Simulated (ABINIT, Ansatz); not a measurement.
# NaAsF6 (Fm-3m): one start, several treatments of the self-energy

How much does the gap of NaAsF6 (Fm-3m) depend on the approximation to the self-energy?

Calculated with ABINIT 10.8.3; LDA and many-body steps on it, plane waves.

Report form: the programs' logs are mostly left out.

## 1. The starting structure

It takes space group Fm-3m (No. 225, cubic). Conventional cell: a = 7.966 Å, b = 7.966 Å, c = 7.966 Å, α = 90.00°, β = 90.00°, γ = 90.00°. Nearest to Na lie 6 F at 2.24 Å. Nearest to As lie 6 F at 1.74 Å. F has 1 As at 1.74 Å and 1 Na at 2.24 Å nearest. Farther neighbours and most contacts between anions are not listed.

The cell and positions are those that the Materials Project relaxed with its own functionals (PBE, PBE+U or r2SCAN), kept fixed.

## 2. Empty states on the mesh, 2×2×2 mesh, 260 bands

This step: ABINIT 10.8.3; DFT, LDA, plane waves, norm-conserving pseudopotentials.

The sums over transitions need many empty states on a uniform mesh; this step solves for them.

Contents of run.abi:

```
acell 3*1.0 Angstrom
rprim 
  -0.000000000000 3.983049320000 3.983049320000
  3.983049320000 -0.000000000000 3.983049320000
  3.983049320000 3.983049320000 0.000000000000
ntypat 3
znucl 11 33 9
natom 8
typat 1 2 3 3 3 3 3 3
xred 
  0.500000000000 0.500000000000 0.500000000000
  0.000000000000 0.000000000000 0.000000000000
  0.781629880000 0.781629880000 0.218370120000
  0.218370120000 0.781629880000 0.218370120000
  0.781629880000 0.218370120000 0.218370120000
  0.218370120000 0.218370120000 0.781629880000
  0.781629880000 0.218370120000 0.781629880000
  0.218370120000 0.781629880000 0.781629880000
pp_dirpath "pseudos"
pseudos "Na.upf, As.upf, F.upf"
ecut 38
ngkpt 2 2 2
nshiftk 1
shiftk 0 0 0
kptopt 1
chksymbreak 0
iscf -2
irdden 1
istwfk *1
nband 260
nbdbuf 22
tolwfr 1e-09
nstep 60
prtvol 0
indata_prefix "in"
outdata_prefix "out"
tmpdata_prefix "tmp"
```

Run with:

```sh
$ OMP_NUM_THREADS=1 mpirun -n 4 abinit run.abi > log
```

Elapsed: 1.9 min, on 4 MPI ranks of Arm Neoverse V2, shared host; peak memory 0.52 GiB; 7.6 min of CPU time.

This step gave:

```
gap                                                           : 5.286 eV
k of the valence top                                          : 0, 0, 0
k of the conduction bottom                                    : 0, 0, 0
least direct gap                                              : 5.286 eV
k points computed                                             : 3
lowest point of the top converged band, above the valence top : 80.3345 eV
```

On this mesh the gap is 5.286 eV.

The density comes from a self-consistent run that is not shown.

## 3. Screening, 2×2×2 mesh, 116 bands, screening to 114.3 eV

The RPA dielectric matrix is built and inverted for each q.

This step: RPA screening on LDA, plane waves, norm-conserving pseudopotentials.

Edit run.abi of step 2 so:

```diff
@@ -26,10 +26,11 @@
 chksymbreak 0
-iscf -2
-irdden 1
 istwfk *1
-nband 260
-nbdbuf 22
-tolwfr 1e-09
-nstep 60
-prtvol 0
+occopt 1
+irdwfk 1
+optdriver 3
+nband 116
+ecuteps 4.2
+inclvkb 2
+awtr 1
+symchi 1
 indata_prefix "in"
```

Wall time 23 s (4 MPI ranks); peak memory 1.4 GiB; 92 s of CPU time.

Numbers from this step:

| Quantity | Value |
| --- | --- |
| ε∞ with local fields, on this mesh, along the program's q direction | 1.734 |
| the same without local fields | 1.915 |
| plasma frequency | 26.83 eV |
| plane waves in the screening matrix | 339 |

Local fields lower ε∞ by 9 %. On a Γ-centred mesh this coarse the value itself is usually too large, while a short band sum pulls it down.

## 4. G0W0, Godby-Needs plasmon pole

The self-energy is evaluated for the states that the input lists, and the levels follow from it, in one-shot runs by the linearised quasiparticle equation.

This step: G0W0 on LDA, plane waves, norm-conserving pseudopotentials.

Edit run.abi of step 3 so:

```diff
@@ -29,8 +29,15 @@
 irdwfk 1
-optdriver 3
+optdriver 4
 nband 116
+gwcalctyp 0
+ecutsigx 38
+symsigma 1
+nkptgw 1
+kptgw 
+  0.0000000000 0.0000000000 0.0000000000
+bdgw 
+  31 35
 ecuteps 4.2
-inclvkb 2
-awtr 1
-symchi 1
+irdscr 1
+ppmodel 1
 indata_prefix "in"
```

Wall time 5.4 s (4 MPI ranks); peak memory 1.3 GiB; 21 s of CPU time.

This step gave:

- G0W0 gap on the points computed: 10.54 eV
- starting gap on the mesh: 5.286 eV
- k of the valence top: 0, 0, 0
- k of the conduction bottom: 0, 0, 0
- Z at the valence top: 0.826
- Z at the conduction bottom: 0.881
- least direct G0W0 gap on the computed points: 10.54 eV

The gap on the mesh goes from 5.29 eV to 10.54 eV, a correction of +5.25 eV.

## 5. G0W0, Hybertsen-Louie plasmon pole

Edit run.abi of step 4 so:

```diff
@@ -41,3 +41,3 @@
 irdscr 1
-ppmodel 1
+ppmodel 2
 indata_prefix "in"
```

Elapsed: 5.3 s, on 4 MPI ranks; peak memory 1.3 GiB; 21 s of CPU time.

This step gave:

```yaml
g0w0_gap_on_the_points_computed: 11.33 eV
starting_gap_on_the_mesh: 5.286 eV
k_of_the_valence_top: 0, 0, 0
k_of_the_conduction_bottom: 0, 0, 0
z_at_the_valence_top: 0.908
z_at_the_conduction_bottom: 0.927
least_direct_g0w0_gap_on_the_computed_points: 11.33 eV
```

Against G0W0 in ABINIT (2×2×2 mesh, 116 bands, screening to 114.3 eV, Godby-Needs plasmon pole), the gap moves by +0.790 eV.

## 6. G0W0, von der Linden-Horsch plasmon pole

Edit run.abi of step 5 so:

```diff
@@ -41,3 +41,3 @@
 irdscr 1
-ppmodel 2
+ppmodel 3
 indata_prefix "in"
```

Elapsed: 4.5 s, on 4 MPI ranks; peak memory 1.1 GiB.

This step gave:

- G0W0 gap on the points computed: 10.93 eV
- starting gap on the mesh: 5.286 eV
- k of the valence top: 0, 0, 0
- k of the conduction bottom: 0, 0, 0
- least direct G0W0 gap on the computed points: 10.93 eV

Against G0W0 in ABINIT (2×2×2 mesh, 116 bands, screening to 114.3 eV, Godby-Needs plasmon pole), the gap moves by +0.390 eV.

## 7. One-shot COHSEX

This step: one-shot COHSEX on LDA, plane waves, norm-conserving pseudopotentials.

Edit run.abi of step 6 so:

```diff
@@ -31,3 +31,3 @@
 nband 116
-gwcalctyp 0
+gwcalctyp 7
 ecutsigx 38
@@ -41,3 +41,2 @@
 irdscr 1
-ppmodel 3
 indata_prefix "in"
```

The job ended after 3.4 s (4 MPI ranks; peak memory 1.2 GiB; 13 s of CPU time).

This step gave:

```
quasiparticle gap on the points computed              : 11.74 eV
starting gap on the mesh                              : 5.286 eV
k of the valence top                                  : 0, 0, 0
k of the conduction bottom                            : 0, 0, 0
least direct quasiparticle gap on the computed points : 11.74 eV
```

Against G0W0 in ABINIT (2×2×2 mesh, 116 bands, screening to 114.3 eV, Godby-Needs plasmon pole), the gap moves by +1.200 eV.

## 8. One-shot Hartree-Fock

This step: one-shot Hartree-Fock on LDA, plane waves, norm-conserving pseudopotentials.

Edit run.abi of step 7 so:

```diff
@@ -30,4 +30,4 @@
 optdriver 4
-nband 116
-gwcalctyp 7
+nband 37
+gwcalctyp 5
 ecutsigx 38
@@ -39,4 +39,4 @@
   31 35
-ecuteps 4.2
-irdscr 1
+ixc_sigma 40
+fftgw 31
 indata_prefix "in"
```

It took 3.2 s on 4 MPI ranks; peak memory 1.1 GiB.

This step gave:

```
quasiparticle gap on the points computed              : 18.05 eV
starting gap on the mesh                              : 5.286 eV
k of the valence top                                  : 0, 0, 0
k of the conduction bottom                            : 0, 0, 0
least direct quasiparticle gap on the computed points : 18.05 eV
```

Against G0W0 in ABINIT (2×2×2 mesh, 116 bands, screening to 114.3 eV, Godby-Needs plasmon pole), the gap moves by +7.512 eV.

## 9. Screening, 2×2×2 mesh, 116 bands, screening to 114.3 eV

This step: RPA screening on LDA, plane waves, norm-conserving pseudopotentials.

Edit run.abi of step 8 so:

```diff
@@ -29,14 +29,14 @@
 irdwfk 1
-optdriver 4
-nband 37
-gwcalctyp 5
-ecutsigx 38
-symsigma 1
-nkptgw 1
-kptgw 
-  0.0000000000 0.0000000000 0.0000000000
-bdgw 
-  31 35
-ixc_sigma 40
-fftgw 31
+optdriver 3
+nband 116
+ecuteps 4.2
+inclvkb 2
+awtr 1
+symchi 1
+gwcalctyp 2
+nfreqre 16
+freqremax 40 eV
+nfreqim 8
+spmeth 1
+nomegasf 120
 indata_prefix "in"
```

Wall time 29 s (4 MPI ranks); peak memory 2.2 GiB; 1.9 min of CPU time.

Numbers from this step:

```yaml
eps_infinity_with_local_fields_on_this_mesh_along_the_program_s_q_direction: 1.735
the_same_without_local_fields: 1.916
plasma_frequency: 26.83 eV
plane_waves_in_the_screening_matrix: 339
```

## 10. G0W0, contour deformation

This step: G0W0 on LDA, plane waves, norm-conserving pseudopotentials.

Edit run.abi of step 9 so:

```diff
@@ -29,14 +29,14 @@
 irdwfk 1
-optdriver 3
+optdriver 4
 nband 116
+gwcalctyp 2
+ecutsigx 38
+symsigma 1
+nkptgw 1
+kptgw 
+  0.0000000000 0.0000000000 0.0000000000
+bdgw 
+  31 35
 ecuteps 4.2
-inclvkb 2
-awtr 1
-symchi 1
-gwcalctyp 2
-nfreqre 16
-freqremax 40 eV
-nfreqim 8
-spmeth 1
-nomegasf 120
+irdscr 1
 indata_prefix "in"
```

The job ended after 4.7 s (4 MPI ranks; peak memory 1.3 GiB; 18 s of CPU time).

Numbers from this step:

```yaml
g0w0_gap_on_the_points_computed: 10.50 eV
starting_gap_on_the_mesh: 5.286 eV
k_of_the_valence_top: 0, 0, 0
k_of_the_conduction_bottom: 0, 0, 0
least_direct_g0w0_gap_on_the_computed_points: 10.50 eV
```

Against G0W0 in ABINIT (2×2×2 mesh, 116 bands, screening to 114.3 eV, Godby-Needs plasmon pole), the gap moves by −0.037 eV.

## 11. The runs together

Times are wall times on 4 MPI ranks of Arm Neoverse V2, shared host, good to a factor of about two. A run's time includes the screening step that it read.

| run | mesh | bands | screening cutoff (eV) | DFT gap (eV) | gap on the mesh (eV) | direct (eV) | ε∞ used | time |
| --- | --- | --- | --- | --- | --- | --- | --- | --- |
| G0W0, Godby-Needs plasmon pole | 2×2×2 | 116 | 114.3 | 5.286 | 10.539 | 10.539 | 1.73 | 28 s |
| G0W0, Hybertsen-Louie plasmon pole | 2×2×2 | 116 | 114.3 | 5.286 | 11.329 | 11.329 | 1.73 | 28 s |
| G0W0, von der Linden-Horsch plasmon pole | 2×2×2 | 116 | 114.3 | 5.286 | 10.929 | 10.929 | 1.73 | 27 s |
| one-shot COHSEX | 2×2×2 | 116 | 114.3 | 5.286 | 11.739 | 11.739 | 1.73 | 26 s |
| one-shot Hartree-Fock | 2×2×2 | - | - | 5.286 | 18.051 | 18.051 | - | 3.2 s |
| G0W0, contour deformation | 2×2×2 | 116 | 114.3 | 5.286 | 10.502 | 10.502 | 1.73 | 33 s |

## 12. Summary of results

- G0W0, Godby-Needs plasmon pole: 10.539 eV
- G0W0, Hybertsen-Louie plasmon pole: 11.329 eV
- G0W0, von der Linden-Horsch plasmon pole: 10.929 eV
- one-shot COHSEX: 11.739 eV
- one-shot Hartree-Fock: 18.051 eV
- G0W0, contour deformation: 10.502 eV
- known limits: not at the basis limit; exchange with frozen shells missing; no spin-orbit coupling; coarse k mesh

In words: G0W0, Hybertsen-Louie plasmon pole: +0.790 eV against G0W0, Godby-Needs plasmon pole. G0W0, von der Linden-Horsch plasmon pole: +0.390 eV against G0W0, Godby-Needs plasmon pole. One-shot COHSEX: +1.200 eV against G0W0, Godby-Needs plasmon pole. One-shot Hartree-Fock: +7.512 eV against G0W0, Godby-Needs plasmon pole. G0W0, contour deformation: −0.037 eV against G0W0, Godby-Needs plasmon pole. Bare exchange alone opens the gap to 18.05 eV; against G0W0, correlation takes back 7.51 eV. Static COHSEX lies above G0W0: it lacks the factor Z and overstates the Coulomb hole of the filled states. Bands and cutoff are finite, so the gap is not at the basis limit. The miss can reach some tenths of an eV and take either sign; the mesh is an error of its own. In the G0W0 runs levels were corrected at 1 k point alone, so a gap called «on the mesh» is the least over those, and an edge elsewhere would be missed. The 2×2×2 mesh is coarse for this cell, which bears on the long-range parts of exchange and screening. The norm-conserving file of at least one element keeps a d shell over frozen s and p shells of the same row. Exchange with those shells is missing from the self-energy, an error of 0.3 to 0.9 eV in cases checked, whose sign depends on which edge lies on those atoms. The many-body steps are scalar-relativistic: spin-orbit coupling is not in them.

[Paths, hosts, dates, memory and timing lines, banners, echoed tables and standing remarks are left out of the program output.]

[Logs are printed without paths, hosts, clocks, repeated set-up lines and the standing remarks that a program may print on its own settings, such as how far it seeks lower states.]

[Runs of the session that timed out or met a known fault of the program may be left out.]

[Hosts, paths, dates, database ids (printed as entryN), source tags and the programs' standing remarks are cut or masked in the printed files.]

[G0W0 gaps are taken among the corrected bands and points alone; a level outside them can change the order at an edge.]

[Where Ansatz stands beside ABINIT at settings called matched, ABINIT's density can come from a denser mesh and the files from another edition; pairs whose starting gaps differed by over 0.03 eV were left out, so agreement reads better than it is.]
